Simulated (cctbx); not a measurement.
# Absolute structure of MgCu4ReSn2Te6

Space group C2 (no. 5), a = 13.5830 Å, b = 6.0480 Å, c = 9.4310 Å, α = 90.00°, β = 99.95°, γ = 90.00°.

```csv
atom,mult.,x,y,z,Ueq (Å²)
Re1,2,0,0.5196,0,0.0050
Te1,4,0.7766,0.9795,0.8653,0.0073
Te2,4,0.5867,0.4676,0.7059,0.0075
Te3,4,0.8499,0.5017,0.5572,0.0052
Sn1,4,0.9268,0.2241,0.7759,0.0092
Cu1,4,0.7141,0.7390,0.6382,0.0103
Cu2,4,0.6475,0.2443,0.9305,0.0078
Mg1,2,0,0.7379,1/2,0.0114
```

The model is made up (kin elements in a known structure type, no relaxation), so it says nothing on whether the phase exists.

Data sets are simulated with cctbx and refined with Bijvoet mates kept apart; Flack x is then fitted as the share of an inverted twin with the atoms fixed, Hooft y from the Bijvoet differences. The group has rotations alone, so the crystal has a hand.

Untwinned crystal. What Flack and Hooft values should come out?

```
  λ (Å)  extinction (unmodelled)  d min (Å)  top counts  error (%)     model      R1  Flack x   s.u.  Hooft y   s.u.  pairs
0.71073                        0       0.77        5000          4  as given  0.0323   -0.002  0.012   -0.004  0.014    775
0.71073                        0       0.77        5000          4  inverted  0.0710    0.981  0.014    1.031  0.015    775
1.54184                        0       0.83       70000          3  as given  0.0130    0.003  0.004   -0.001  0.005    616
```

With Mo Kα, x is within 3 s.u. of 0, so the hand is right. With Cu Kα, x is within 3 s.u. of 0, so the hand is right. Inverting the model turns x into about 1 − x.

A further crystal gives:

```
  λ (Å)  extinction (unmodelled)  d min (Å)  top counts  error (%)     model      R1  Flack x   s.u.  Hooft y   s.u.  pairs
0.71073                        0        0.6        5000          3  as given  0.0667    0.808  0.011    0.817  0.012   1676
```

**Question.** What is it?

It was simulated as an inversion twin with a fraction 0.8 of the inverted domain. Flack x is over 3 s.u. from both 0 and 1 and reads that fraction.

[Logs are printed without paths, hosts, clocks, repeated set-up lines and the standing remarks that a program may print on its own settings, such as how far it seeks lower states.]
